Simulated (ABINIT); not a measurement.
# TiO2 (Rutile): G0W0 with ABINIT, start to end

How does a plane-wave GW calculation on TiO2 (Rutile) run from the first input to the gap?

Calculated with ABINIT 10.8.3; LDA and many-body steps on it, plane waves.

**What was measured.**

- Gap 3.05 eV: band gap; bulk crystal (literature experimental value) (quoted in “Hydrogen related defects in titanium dioxide at the interface to palladium”, 2021, arxiv:2112.05953).

- Gap 3.09 ± 0.06 eV: optical gap from Tauc plot assuming indirect allowed transition; UV/vis diffuse reflectance, Kubelka-Munk and Tauc analysis; film (30 nm ALD shell on quartz particles, grown at 200 C, annealed in air at 500 C; rutile-rich with some anatase) on SiO2 (quartz particles) (“Defect-Mediated Crystallization of the Particulate TiO2 Photocatalyst Grown by Atomic Layer Deposition”, 2024, pmc:11726664).

- Gap 3.28 eV: optical bandgap after anatase to rutile transformation; spectroscopic ellipsometry; film (polycrystalline sol-gel film on Si(100), annealed at high temperature below 800 °C) (“Photocatalytic Performance of Sol-Gel Prepared TiO2 Thin Films Annealed at Various Temperatures”, 2023, pmc:10419699).

- Gap 3.03 eV: experimental band gap, quoted; bulk crystal (quoted in “Polaron-induced phonon localization and stiffening in rutile TiO2”, 2016, arxiv:1612.05679).

## Step 1: Set-up

It takes space group P4_2/mnm (No. 136, tetragonal). Conventional cell: a = 4.592 Å, b = 4.592 Å, c = 2.957 Å, α = 90.00°, β = 90.00°, γ = 90.00°. Nearest to Ti lie 6 O at 1.95 to 1.98 Å. Nearest to O lie 3 Ti at 1.95 to 1.98 Å. Farther neighbours and most contacts between anions are not listed.

The cell and positions come from the Crystallography Open Database and are kept as given unless a step says otherwise.

## Step 2: Ground state

This step: ABINIT 10.8.3; DFT, LDA, plane waves, norm-conserving pseudopotentials.

The ground-state density comes first.

run.abi

```
acell 3*1.0 Angstrom
rprim 
  4.592200000000 0.000000000000 0.000000000000
  0.000000000000 4.592200000000 0.000000000000
  0.000000000000 0.000000000000 2.957400000000
ntypat 2
znucl 22 8
natom 6
typat 1 1 2 2 2 2
xred 
  0.000000000000 0.000000000000 0.000000000000
  0.500000000000 0.500000000000 0.500000000000
  0.304960000000 0.304960000000 0.000000000000
  0.195040000000 0.804960000000 0.500000000000
  0.695040000000 0.695040000000 0.000000000000
  0.804960000000 0.195040000000 0.500000000000
pp_dirpath "pseudos"
pseudos "Ti.upf, O.upf"
ecut 38
ngkpt 4 4 8
nshiftk 1
shiftk 0 0 0
kptopt 1
chksymbreak 0
nband 31
occopt 1
tolvrs 1e-10
nstep 60
prtwf 0
indata_prefix "in"
outdata_prefix "out"
tmpdata_prefix "tmp"
```

The run is started by

```
$ OMP_NUM_THREADS=1 mpirun -n 4 abinit run.abi > log
```

Numbers of over 12 decimals in the logs are rounded to 6 here.

The program printed:

```text
.Version 10.8.3 of ABINIT. v10.8.2 released Aug 2026.

 Symmetries : space group P4_2/m n m (#136); Bravais tP (primitive tetrag.)
================================================================================
 Values of the parameters that define the memory need of the present run
     intxc =       0    ionmov =       0      iscf =       7    lmnmax =       6
     lnmax =       6     mgfft =      50  mpssoang =       3    mqgrid =    3001
     natom =       6  nloc_mem =       1    nspden =       1   nspinor =       1
    nsppol =       1      nsym =      16    n1xccc =    2501    ntypat =       2
    occopt =       1   xclevel =       1
-    mband =          31        mffmem =           1         mkmem =           8
       mpw =        4726          nfft =       80000          nkpt =          30
================================================================================
  Rough estimation (10% accuracy) of disk space for files :
================================================================================

--------------------------------------------------------------------------------
------------- Echo of variables that govern the present computation ------------
--------------------------------------------------------------------------------
 -outvars: echo values of preprocessed input variables --------
            acell      1.8897261259E+00  1.8897261259E+00  1.8897261259E+00 Bohr

      chksymbreak           0
             ecut      3.80000000E+01 Hartree
-          fftalg         312

              ixc       -1012
              kpt      0.00000000E+00  0.00000000E+00  0.00000000E+00
                       2.50000000E-01  0.00000000E+00  0.00000000E+00
                       5.00000000E-01  0.00000000E+00  0.00000000E+00
                       2.50000000E-01  2.50000000E-01  0.00000000E+00
                       5.00000000E-01  2.50000000E-01  0.00000000E+00
                       5.00000000E-01  5.00000000E-01  0.00000000E+00
                       0.00000000E+00  0.00000000E+00  1.25000000E-01
                       2.50000000E-01  0.00000000E+00  1.25000000E-01
                       5.00000000E-01  0.00000000E+00  1.25000000E-01
   [... 19 further rows ...]
                       5.00000000E-01  2.50000000E-01  5.00000000E-01
                       5.00000000E-01  5.00000000E-01  5.00000000E-01
         kptrlatt        4    0    0      0    4    0      0    0    8
          kptrlen      3.47120013E+01
P           mkmem           8
            natom           6
            nband          31
            ngfft          50      50      32
             nkpt          30
            nstep          60
             nsym          16
           ntypat           2
              occ      2.000000  2.000000  2.000000  2.000000  2.000000  2.000000
                       2.000000  2.000000  2.000000  2.000000  2.000000  2.000000
                       2.000000  2.000000  2.000000  2.000000  2.000000  2.000000
                       2.000000  2.000000  2.000000  2.000000  2.000000  2.000000
                       0.000000  0.000000  0.000000  0.000000  0.000000  0.000000
                       0.000000
            prtwf           0
            rprim      4.5922000000E+00  0.0000000000E+00  0.0000000000E+00
[...]
spgroup         136

           tolvrs      1.00000000E-10

             xred      0.0000000000E+00  0.0000000000E+00  0.0000000000E+00
[...]
znucl       22.00000    8.00000

================================================================================

 chkinp: Checking input parameters for consistency.

================================================================================
== DATASET  1 ==================================================================
-   mpi_nproc: 4, omp_nthreads: 1 (-1 if OMP is not activated)

--- !DatasetInfo
iteration_state: {dtset: 1, }
dimensions: {natom: 6, nkpt: 30, mband: 31, nsppol: 1, nspinor: 1, nspden: 1, mpw: 4726, }
cutoff_energies: {ecut:  38.0, pawecutdg:  -1.0, }
electrons: {nelect:   4.80000000E+01, charge:   0.00000000E+00, occopt:   1.00000000E+00, tsmear:   1.00000000E-02, }

 Real(R)+Recip(G) space primitive vectors, cartesian coordinates (Bohr,Bohr^-1):
 R(1)=  8.6780003  0.0000000  0.0000000  G(1)=  0.1152339  0.0000000  0.0000000
 R(2)=  0.0000000  8.6780003  0.0000000  G(2)=  0.0000000  0.1152339  0.0000000
 R(3)=  0.0000000  0.0000000  5.5886760  G(3)=  0.0000000  0.0000000  0.1789333
 Unit cell volume ucvol=  4.2087028E+02 bohr^3
 Angles (23,13,12)=  9.00000000E+01  9.00000000E+01  9.00000000E+01 degrees

 getcut: wavevector=  0.0000  0.0000  0.0000  ngfft=  50  50  32
         ecut(hartree)=     38.000   => boxcut(ratio)=   2.06340

--- Pseudopotential description ------------------------------------------------
- Ti Generated using ONCVPSP code by D. R. Hamann
- 22.00000  12.00000  180309                  znucl, zion, pspdat
12 -1012 2 -1 1568                            pspcod,pspxc,lmax,lloc,mmax
     nproj     2     2     2
  pspatm : epsatm=   14.84363209
         --- l  ekb(1:nproj) -->
[...]
pspatm: atomic psp has been read  and splines computed

- O Generated using ONCVPSP code by D. R. Hamann
-  8.00000   6.00000  201201                  znucl, zion, pspdat
[...]
ETOT 12  -185.09627033872    -6.014E-09 5.318E-04 1.089E-06
 ETOT 13  -185.09627033920    -4.815E-10 9.105E-04 2.115E-07
 ETOT 14  -185.09627033930    -9.470E-11 6.333E-04 2.887E-09
 ETOT 15  -185.09627033929     6.793E-12 5.851E-04 2.424E-10
 ETOT 16  -185.09627033929    -1.904E-12 6.810E-04 5.818E-11

 At SCF step   16       vres2   =  5.82E-11 < tolvrs=  1.00E-10 =>converged.

 Cartesian components of stress tensor (hartree/bohr^3)
  sigma(1 1)=  2.65196951E-04  sigma(3 2)=  0.00000000E+00
  sigma(2 2)=  2.65196951E-04  sigma(3 1)=  0.00000000E+00
  sigma(3 3)=  3.67620308E-04  sigma(2 1)=  0.00000000E+00

--- !ResultsGS
iteration_state: {dtset: 1, }
comment   : Summary of ground state results
lattice_vectors:
- [  8.6780003,   0.0000000,   0.0000000, ]
- [  0.0000000,   8.6780003,   0.0000000, ]
- [  0.0000000,   0.0000000,   5.5886760, ]
lattice_lengths: [   8.67800,    8.67800,    5.58868, ]
lattice_angles: [ 90.000,  90.000,  90.000, ] # degrees, (23, 13, 12)
lattice_volume:   4.2087028E+02
convergence: {deltae: -1.904E-12, res2:  5.818E-11, residm:  6.810E-04, diffor: null, }
etotal    :  -1.85096270E+02
entropy   :   0.00000000E+00
fermie    :   1.92991521E-01
cartesian_stress_tensor: # hartree/bohr^3
- [  2.65196951E-04,   0.00000000E+00,   0.00000000E+00, ]
- [  0.00000000E+00,   2.65196951E-04,   0.00000000E+00, ]
- [  0.00000000E+00,   0.00000000E+00,   3.67620308E-04, ]
pressure_GPa:  -8.8068E+00
xred      :
- [  0.0000E+00,   0.0000E+00,   0.0000E+00, Ti]
- [  5.0000E-01,   5.0000E-01,   5.0000E-01, Ti]
- [  3.0496E-01,   3.0496E-01,   0.0000E+00,  O]
- [  1.9504E-01,   8.0496E-01,   5.0000E-01,  O]
- [  6.9504E-01,   6.9504E-01,   0.0000E+00,  O]
- [  8.0496E-01,   1.9504E-01,   5.0000E-01,  O]
cartesian_forces: # hartree/bohr
- [ -3.61400724E-20,  -0.00000000E+00,  -0.00000000E+00, ]
- [ -3.61400724E-20,  -0.00000000E+00,  -0.00000000E+00, ]
- [  5.85342186E-04,   5.85342186E-04,  -0.00000000E+00, ]
- [ -5.85342186E-04,   5.85342186E-04,  -0.00000000E+00, ]
- [ -5.85342186E-04,  -5.85342186E-04,  -0.00000000E+00, ]
- [  5.85342186E-04,  -5.85342186E-04,  -0.00000000E+00, ]
force_length_stats: {min:   3.61400724E-20, max:   8.27798858E-04, mean:   5.51865905E-04, }

 Integrated electronic density in atomic spheres:
 ------------------------------------------------
 Atom  Sphere_radius  Integrated_density
[...]
================================================================================

 ----iterations are completed or convergence reached----

 Mean square residual over all n,k,spin=   15.652E-07; max=  68.100E-05
 reduced coordinates (array xred) for    6 atoms
[...]
0.500000000000      0.500000000000      0.500000000000
       0.304960000000      0.304960000000      0.000000000000
       0.195040000000      0.804960000000      0.500000000000
       0.695040000000      0.695040000000      0.000000000000
       0.804960000000      0.195040000000      0.500000000000
 rms dE/dt=  3.3864E-03; max dE/dt=  5.0796E-03; dE/dt below (all hartree)
    1       0.000000000000      0.000000000000      0.000000000000
    2       0.000000000000      0.000000000000      0.000000000000
    3      -0.005079599674     -0.005079599674      0.000000000000
    4       0.005079599674     -0.005079599674      0.000000000000
    5       0.005079599674      0.005079599674      0.000000000000
    6      -0.005079599674      0.005079599674      0.000000000000

 cartesian coordinates (angstrom) at end:
    1      0.000000     0.000000     0.000000
    2      2.296100     2.296100     1.478700
    3      1.400437     1.400437     0.000000
    4      0.895663     3.696537     1.478700
[...]
cartesian forces (hartree/bohr) at end:
[...]
frms,max,avg= 3.9022812E-04 5.8534219E-04   0.000E+00  0.000E+00  0.000E+00 h/b

 cartesian forces (eV/Angstrom) at end:
[...]
2     -0.000000    -0.000000    -0.000000
    3      0.030100     0.030100    -0.000000
    4     -0.030100     0.030100    -0.000000
    5     -0.030100    -0.030100    -0.000000
    6      0.030100    -0.030100    -0.000000
 frms,max,avg= 2.0066337E-02 3.0099505E-02   0.000E+00  0.000E+00  0.000E+00 e/A
 length scales=  1.889726125908  1.889726125908  1.889726125908 bohr
              =  1.000000000000  1.000000000000  1.000000000000 angstroms
 prteigrs : about to open file out_EIG
 Fermi (or HOMO) energy (hartree) =   0.19299   Average Vxc (hartree)=  -0.44434
 Eigenvalues (hartree) for nkpt=  30  k points:
 kpt#   1, nband= 31, wtk=  0.00781, kpt=  0.0000  0.0000  0.0000 (reduced coord)
  -1.87422   -1.87354   -1.01618   -1.01618   -1.00991   -1.00991   -1.00873   -1.00741
  -0.46454   -0.41946   -0.39074   -0.39074   -0.02203   -0.00592    0.00828    0.05131
   0.05131    0.09788    0.09788    0.11941    0.16686    0.17616    0.17616    0.19299
   0.26046    0.27087    0.28073    0.28421    0.28421    0.35810    0.36264
 prteigrs : prtvol=0 or 1, do not print more k-points.

--- !EnergyTerms
iteration_state     : {dtset: 1, }
comment             : Components of total free energy in Hartree
kinetic             :  8.98938655227943E+01
hartree             :  4.24338808458528E+01
xc                  : -3.36852396652810E+01
Ewald energy        : -1.32190796511257E+02
psp_core            :  6.24872149725221E+00
local_psp           : -1.48456484617139E+02
non_local_psp       : -9.34021741151340E+00
total_energy        : -1.85096270339292E+02
total_energy_eV     : -5.03672610489298E+03
band_energy         : -2.09357957083935E+01

 Cartesian components of stress tensor (hartree/bohr^3)
  sigma(1 1)=  2.65196951E-04  sigma(3 2)=  0.00000000E+00
  sigma(2 2)=  2.65196951E-04  sigma(3 1)=  0.00000000E+00
  sigma(3 3)=  3.67620308E-04  sigma(2 1)=  0.00000000E+00

-Cartesian components of stress tensor (GPa)         [Pressure= -8.8068E+00 GPa]
- sigma(1 1)=  7.80236367E+00  sigma(3 2)=  0.00000000E+00
- sigma(2 2)=  7.80236367E+00  sigma(3 1)=  0.00000000E+00
- sigma(3 3)=  1.08157629E+01  sigma(2 1)=  0.00000000E+00

== END DATASET(S) ==============================================================
================================================================================

 -outvars: echo values of variables after computation  --------
           etotal     -1.8509627034E+02
            nband          31
             nkpt          30
          spgroup         136
 [... the other variables as echoed above ...]

 Calculation completed.
```

Run time: 50 s. Hardware: 4 MPI ranks of Arm Neoverse V2, shared host; peak memory 0.36 GiB; 3.4 min of CPU time.

Numbers from this step:

- total energy: -5036.7261 eV
- gap: 1.836 eV
- k of the valence top: 0, 0, 0
- k of the conduction bottom: 0, 0, 0
- least direct gap: 1.836 eV
- pressure: -8.807 GPa

The gap is direct, at Γ.

The cutoff was set for levels, not for stress, so the pressure can be off by some GPa.

(Part 1 of 3 ends here.)

[Paths, hosts, dates, memory and timing lines, banners, echoed tables and standing remarks are left out of the program output.]

[Logs are printed without paths, hosts, clocks, repeated set-up lines and the standing remarks that a program may print on its own settings, such as how far it seeks lower states.]

[Runs of the session that timed out or met a known fault of the program may be left out.]

[Hosts, paths, dates, database ids (printed as entryN), source tags and the programs' standing remarks are cut or masked in the printed files.]

[G0W0 gaps are taken among the corrected bands and points alone; a level outside them can change the order at an edge.]

[Where Ansatz stands beside ABINIT at settings called matched, ABINIT's density can come from a denser mesh and the files from another edition; pairs whose starting gaps differed by over 0.03 eV were left out, so agreement reads better than it is.]
